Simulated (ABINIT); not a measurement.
# KCaF3 (Pm-3m): a self-consistent loop beyond G0W0, cycle by cycle, part 3 of 3

How far does self-consistency move the gap of KCaF3 (Pm-3m)?

ABINIT 10.8.3; PBEsol and many-body steps on it, plane waves. Known limits of the many-body steps: not at the basis limit; coarse k mesh.

So far. Step 10 (evGW, cycle 1): Against G0W0 in ABINIT (2×2×2 mesh, 79 bands, screening to 106.1 eV, Godby-Needs plasmon pole), the gap moves by +1.379 eV. Step 13 (evGW, cycle 2): Against the cycle before, the gap moves by +0.098 eV.

## (15) Screening, 2×2×2 mesh, 79 bands, screening to 106.1 eV

This step: RPA screening on PBEsol from quasiparticle energies, plane waves, norm-conserving pseudopotentials.

File run.abi:

```
acell 3*1.0 Angstrom
rprim 
  4.481726000000 0.000000000000 0.000000000000
  0.000000000000 4.481726000000 0.000000000000
  0.000000000000 0.000000000000 4.481726000000
ntypat 3
znucl 19 20 9
natom 5
typat 1 2 3 3 3
xred 
  0.500000000000 0.500000000000 0.500000000000
  0.000000000000 0.000000000000 0.000000000000
  0.000000000000 0.500000000000 0.000000000000
  0.000000000000 0.000000000000 0.500000000000
  0.500000000000 0.000000000000 0.000000000000
pp_dirpath "pseudos"
pseudos "K.upf, Ca.upf, F.upf"
ecut 36
ngkpt 2 2 2
nshiftk 1
shiftk 0 0 0
kptopt 1
chksymbreak 0
istwfk *1
occopt 1
irdwfk 1
optdriver 3
nband 79
ecuteps 3.9
inclvkb 2
awtr 1
symchi 1
irdqps 1
gwcalctyp 10
nqptdm 3
qptdm 
  0.5000000000 0.0000000000 0.0000000000
  0.5000000000 0.5000000000 0.0000000000
  0.5000000000 0.5000000000 0.5000000000
indata_prefix "in"
outdata_prefix "out"
tmpdata_prefix "tmp"
```

File mrgscr.stdin:

```
2
merged
q0_SCR
out_SCR
1
```

On the command line:

```
$ OMP_NUM_THREADS=1 mpirun -n 4 abinit run.abi > log; mrgscr < mrgscr.stdin
```

Numbers of over 12 decimals in the logs are rounded to 6 here.

The program printed:

```text
.Version 10.8.3 of ABINIT. v10.8.2 released Aug 2026.

 Symmetries : space group Pm -3 m (#221); Bravais cP (primitive cubic)
[... echo of the input left out ...]
== DATASET  1 ==================================================================
-   mpi_nproc: 4, omp_nthreads: 1 (-1 if OMP is not activated)

--- !DatasetInfo
iteration_state: {dtset: 1, }
dimensions: {natom: 5, nkpt: 4, mband: 79, nsppol: 1, nspinor: 1, nspden: 1, mpw: 6302, }
cutoff_energies: {ecut:  36.0, pawecutdg:  -1.0, }
[...]
q-point number  1        q = ( 0.500000, 0.000000, 0.000000) [r.l.u.]
--------------------------------------------------------------------------------
[... chi0 elements left out ...]
  Average fulfillment of the sum rule on Im[epsilon] for q-point    2 :     50.86  [%]

--------------------------------------------------------------------------------
  q-point number  2        q = ( 0.500000, 0.500000, 0.000000) [r.l.u.]
--------------------------------------------------------------------------------
[... chi0 elements left out ...]
  Average fulfillment of the sum rule on Im[epsilon] for q-point    3 :     48.35  [%]

 [... 1 further q-points ...]
```

The job ended after 15 s (4 MPI ranks of Intel Xeon Platinum 8259CL at 2.50GHz (Skylake/Cascade Lake), shared host; peak memory 0.7 GiB; 61 s of CPU time).

This step gave:

```yaml
plasma_frequency: 24.75 eV
plane_waves_in_the_screening_matrix: 251
```

This screening reads the quasiparticle levels of the cycle before.

## (16) evGW, cycle 3

This step: evGW on PBEsol, plane waves, norm-conserving pseudopotentials.

run.abi, as its differences from that of step 15:

```diff
@@ -26,12 +26,10 @@
 irdwfk 1
-optdriver 3
+optdriver 4
 nband 79
-ecuteps 3.9
-inclvkb 2
-awtr 1
-symchi 1
-irdqps 1
 gwcalctyp 10
-nqptdm 3
-qptdm 
+ecutsigx 36
+symsigma 1
+nkptgw 4
+kptgw 
+  0.0000000000 0.0000000000 0.0000000000
   0.5000000000 0.0000000000 0.0000000000
@@ -39,2 +37,11 @@
   0.5000000000 0.5000000000 0.5000000000
+bdgw 
+  12 26
+  12 26
+  12 26
+  12 26
+ecuteps 3.9
+irdscr 1
+ppmodel 1
+irdqps 1
 indata_prefix "in"
```

On the command line:

```
$ OMP_NUM_THREADS=1 mpirun -n 4 abinit run.abi > log
```

The program printed:

```text
.Version 10.8.3 of ABINIT. v10.8.2 released Aug 2026.

 Symmetries : space group Pm -3 m (#221); Bravais cP (primitive cubic)
[... echo of the input left out ...]
== DATASET  1 ==================================================================
-   mpi_nproc: 4, omp_nthreads: 1 (-1 if OMP is not activated)

--- !DatasetInfo
iteration_state: {dtset: 1, }
dimensions: {natom: 5, nkpt: 4, mband: 79, nsppol: 1, nspinor: 1, nspden: 1, mpw: 6302, }
cutoff_energies: {ecut:  36.0, pawecutdg:  -1.0, }
[...]
.  kptgw no:  2; Maximum DeltaE = (  -0.006  -0.000) for band index:  5
.  kptgw no:  3; Maximum DeltaE = (  -0.007  -0.000) for band index:  1
.  kptgw no:  4; Maximum DeltaE = (  -0.006  -0.000) for band index:  5

== END DATASET(S) ==============================================================
================================================================================

 -outvars: echo values of variables after computation  --------
           etotal      0.0000000000E+00
            nband          79
             nkpt           4
          spgroup         221
 [... the other variables as echoed above ...]

 Calculation completed.
```

Elapsed: 47 s, on 4 MPI ranks; peak memory 1.1 GiB; 3.1 min of CPU time.

Numbers from this step:

```yaml
quasiparticle_gap_on_the_mesh: 11.02 eV
gap_of_the_density_functional_on_the_mesh: 6.057 eV
k_of_the_valence_top: 0.5, 0.5, 0.5
k_of_the_conduction_bottom: 0, 0, 0
least_direct_quasiparticle_gap_on_the_computed_points: 11.22 eV
```

Against the cycle before, the gap moves by +0.012 eV.

## (17) Screening, 2×2×2 mesh, 79 bands, screening to 106.1 eV

This step: RPA screening on PBEsol, plane waves, norm-conserving pseudopotentials.

run.abi, as its differences from that of step 16:

```diff
@@ -26,22 +26,13 @@
 irdwfk 1
-optdriver 4
+optdriver 3
 nband 79
+ecuteps 3.9
+inclvkb 2
+awtr 1
+symchi 1
 gwcalctyp 10
-ecutsigx 36
-symsigma 1
-nkptgw 4
-kptgw 
-  0.0000000000 0.0000000000 0.0000000000
-  0.5000000000 0.0000000000 0.0000000000
-  0.5000000000 0.5000000000 0.0000000000
-  0.5000000000 0.5000000000 0.5000000000
-bdgw 
-  12 26
-  12 26
-  12 26
-  12 26
-ecuteps 3.9
-irdscr 1
-ppmodel 1
-irdqps 1
+mbpt_sciss 5.679 eV
+nqptdm 1
+qptdm 
+  0 0 0
 indata_prefix "in"
```

The program printed:

```text
.Version 10.8.3 of ABINIT. v10.8.2 released Aug 2026.

 Symmetries : space group Pm -3 m (#221); Bravais cP (primitive cubic)
[... echo of the input left out ...]
== DATASET  1 ==================================================================
-   mpi_nproc: 4, omp_nthreads: 1 (-1 if OMP is not activated)

--- !DatasetInfo
iteration_state: {dtset: 1, }
dimensions: {natom: 5, nkpt: 4, mband: 79, nsppol: 1, nspinor: 1, nspden: 1, mpw: 6302, }
cutoff_energies: {ecut:  36.0, pawecutdg:  -1.0, }
[...]
[... chi0 elements left out ...]
 For q-point:  0.000010 0.000020 0.000030
  dielectric constant =   1.7161
  dielectric constant without local fields =   1.8204

  Average fulfillment of the sum rule on Im[epsilon] for q-point    1 :     46.74  [%]
[... wings left out ...]
== END DATASET(S) ==============================================================
================================================================================

 -outvars: echo values of variables after computation  --------
           etotal      0.0000000000E+00
            nband          79
             nkpt           4
          spgroup         221
 [... the other variables as echoed above ...]

 Calculation completed.
```

Elapsed: 16 s, on 4 MPI ranks; peak memory 0.85 GiB; 65 s of CPU time.

This step gave:

```
ε∞ with local fields, on this mesh, along the program's q direction : 1.716
the same without local fields                                       : 1.820
plasma frequency                                                    : 24.75 eV
plane waves in the screening matrix                                 : 251
```

This screening uses the functional's bands under a rigid shift, the mean opening of the cycle before.

## (18) Screening, 2×2×2 mesh, 79 bands, screening to 106.1 eV

This step: RPA screening on PBEsol from quasiparticle energies, plane waves, norm-conserving pseudopotentials.

run.abi, as its differences from that of step 17:

```diff
@@ -32,7 +32,9 @@
 symchi 1
+irdqps 1
 gwcalctyp 10
-mbpt_sciss 5.679 eV
-nqptdm 1
+nqptdm 3
 qptdm 
-  0 0 0
+  0.5000000000 0.0000000000 0.0000000000
+  0.5000000000 0.5000000000 0.0000000000
+  0.5000000000 0.5000000000 0.5000000000
 indata_prefix "in"
```

mrgscr.stdin is that of step 15.

On the command line:

```
$ OMP_NUM_THREADS=1 mpirun -n 4 abinit run.abi > log; mrgscr < mrgscr.stdin
```

The program printed:

```text
.Version 10.8.3 of ABINIT. v10.8.2 released Aug 2026.

 Symmetries : space group Pm -3 m (#221); Bravais cP (primitive cubic)
[... echo of the input left out ...]
== DATASET  1 ==================================================================
-   mpi_nproc: 4, omp_nthreads: 1 (-1 if OMP is not activated)

--- !DatasetInfo
iteration_state: {dtset: 1, }
dimensions: {natom: 5, nkpt: 4, mband: 79, nsppol: 1, nspinor: 1, nspden: 1, mpw: 6302, }
cutoff_energies: {ecut:  36.0, pawecutdg:  -1.0, }
[...]
q-point number  1        q = ( 0.500000, 0.000000, 0.000000) [r.l.u.]
--------------------------------------------------------------------------------
[... chi0 elements left out ...]
  Average fulfillment of the sum rule on Im[epsilon] for q-point    2 :     50.87  [%]

--------------------------------------------------------------------------------
  q-point number  2        q = ( 0.500000, 0.500000, 0.000000) [r.l.u.]
--------------------------------------------------------------------------------
[... chi0 elements left out ...]
  Average fulfillment of the sum rule on Im[epsilon] for q-point    3 :     48.36  [%]

 [... 1 further q-points ...]
```

The job ended after 15 s (4 MPI ranks; peak memory 0.7 GiB; 58 s of CPU time).

This step gave:

```yaml
plasma_frequency: 24.75 eV
plane_waves_in_the_screening_matrix: 251
```

This screening reads the quasiparticle levels of the cycle before.

## (19) evGW, cycle 4

This step: evGW on PBEsol, plane waves, norm-conserving pseudopotentials.

run.abi, as its differences from that of step 18:

```diff
@@ -26,12 +26,10 @@
 irdwfk 1
-optdriver 3
+optdriver 4
 nband 79
-ecuteps 3.9
-inclvkb 2
-awtr 1
-symchi 1
-irdqps 1
 gwcalctyp 10
-nqptdm 3
-qptdm 
+ecutsigx 36
+symsigma 1
+nkptgw 4
+kptgw 
+  0.0000000000 0.0000000000 0.0000000000
   0.5000000000 0.0000000000 0.0000000000
@@ -39,2 +37,11 @@
   0.5000000000 0.5000000000 0.5000000000
+bdgw 
+  12 26
+  12 26
+  12 26
+  12 26
+ecuteps 3.9
+irdscr 1
+ppmodel 1
+irdqps 1
 indata_prefix "in"
```

On the command line:

```
$ OMP_NUM_THREADS=1 mpirun -n 4 abinit run.abi > log
```

The program printed:

```text
.Version 10.8.3 of ABINIT. v10.8.2 released Aug 2026.

 Symmetries : space group Pm -3 m (#221); Bravais cP (primitive cubic)
[... echo of the input left out ...]
== DATASET  1 ==================================================================
-   mpi_nproc: 4, omp_nthreads: 1 (-1 if OMP is not activated)

--- !DatasetInfo
iteration_state: {dtset: 1, }
dimensions: {natom: 5, nkpt: 4, mband: 79, nsppol: 1, nspinor: 1, nspden: 1, mpw: 6302, }
cutoff_energies: {ecut:  36.0, pawecutdg:  -1.0, }
[...]
.  kptgw no:  2; Maximum DeltaE = (  -0.001  -0.000) for band index:  3
.  kptgw no:  3; Maximum DeltaE = (  -0.001   0.000) for band index:  2
.  kptgw no:  4; Maximum DeltaE = (  -0.001   0.000) for band index:  2

== END DATASET(S) ==============================================================
================================================================================

 -outvars: echo values of variables after computation  --------
           etotal      0.0000000000E+00
            nband          79
             nkpt           4
          spgroup         221
 [... the other variables as echoed above ...]

 Calculation completed.
```

The job ended after 46 s (4 MPI ranks; peak memory 1.1 GiB).

Numbers from this step:

* quasiparticle gap on the mesh: 11.02 eV
* gap of the density functional on the mesh: 6.057 eV
* k of the valence top: 0.5, 0.5, 0.5
* k of the conduction bottom: 0, 0, 0
* least direct quasiparticle gap on the computed points: 11.22 eV

Against the cycle before, the gap moves by +0.001 eV.

## (20) Side by side

Times are wall times on 4 MPI ranks of Intel Xeon Platinum 8259CL at 2.50GHz (Skylake/Cascade Lake), shared host, good to a factor of about two. A run's time includes the screening step that it read.

| run | mesh | bands | screening cutoff (eV) | DFT gap (eV) | gap on the mesh (eV) | direct (eV) | ε∞ used | time |
| --- | --- | --- | --- | --- | --- | --- | --- | --- |
| G0W0 | 2×2×2 | 79 | 106.1 | 6.057 | 9.529 | 9.739 | 2.00 | 48 s |
| evGW0, cycle 1 | 2×2×2 | 79 | 106.1 | 6.057 | 10.169 | 10.380 | 2.00 | 95 s |
| evGW0, cycle 2 | 2×2×2 | 79 | 106.1 | 6.057 | 10.084 | 10.297 | 2.00 | 96 s |
| evGW0, cycle 3 | 2×2×2 | 79 | 106.1 | 6.057 | 10.081 | 10.294 | 2.00 | 85 s |
| evGW, cycle 1 | 2×2×2 | 79 | 106.1 | 6.057 | 10.908 | 11.110 | 1.75 | 80 s |
| evGW, cycle 2 | 2×2×2 | 79 | 106.1 | 6.057 | 11.006 | 11.208 | 1.72 | 78 s |
| evGW, cycle 3 | 2×2×2 | 79 | 106.1 | 6.057 | 11.018 | 11.220 | 1.72 | 77 s |
| evGW, cycle 4 | 2×2×2 | 79 | 106.1 | 6.057 | 11.019 | 11.221 | 1.72 | 77 s |

## (21) Results

```json
{
  "G0W0": "9.529 eV",
  "evGW0, cycle 1": "10.169 eV",
  "evGW0, cycle 2": "10.084 eV",
  "evGW0, cycle 3": "10.081 eV",
  "evGW, cycle 1": "10.908 eV",
  "evGW, cycle 2": "11.006 eV",
  "evGW, cycle 3": "11.018 eV",
  "evGW, cycle 4": "11.019 eV",
  "known limits": "not at the basis limit; coarse k mesh"
}
```

In words: Only the bands that the input lists are updated; the others, empty or deep, keep the functional's energies or take a rigid shift. The evGW loop starts from the last levels of evGW0, so its cycles and time come on top of those. evGW0 ends at 10.08 eV, +0.55 eV from G0W0, after 3 cycles that took 3.1 min beside the first screening; the last moved the gap by 0.003 eV. evGW ends at 11.02 eV, +1.49 eV from G0W0, after 4 cycles that took 5.2 min beside the first screening; the last moved the gap by 0.001 eV. The first cycle of evGW0 takes the full correction, without the factor Z, so it overshoots the one-shot value. Bands and cutoff are finite, so the gap is not at the basis limit. The miss can reach some tenths of an eV and take either sign; the mesh is an error of its own. The 2×2×2 mesh is coarse for this cell, which bears on the long-range parts of exchange and screening. This is the ideal cubic cell; many perovskites, halides above all, are cubic only on average, and local tilts or off-centring can widen the gap. In the updated screening the q = 0 part is built from Kohn-Sham bands under a rigid shift, the other q from the quasiparticle levels.

[Paths, hosts, dates, memory and timing lines, banners, echoed tables and standing remarks are left out of the program output.]

[Logs are printed without paths, hosts, clocks, repeated set-up lines and the standing remarks that a program may print on its own settings, such as how far it seeks lower states.]

[Runs of the session that timed out or met a known fault of the program may be left out.]

[Hosts, paths, dates, database ids (printed as entryN), source tags and the programs' standing remarks are cut or masked in the printed files.]

[G0W0 gaps are taken among the corrected bands and points alone; a level outside them can change the order at an edge.]

[Where Ansatz stands beside ABINIT at settings called matched, ABINIT's density can come from a denser mesh and the files from another edition; pairs whose starting gaps differed by over 0.03 eV were left out, so agreement reads better than it is.]
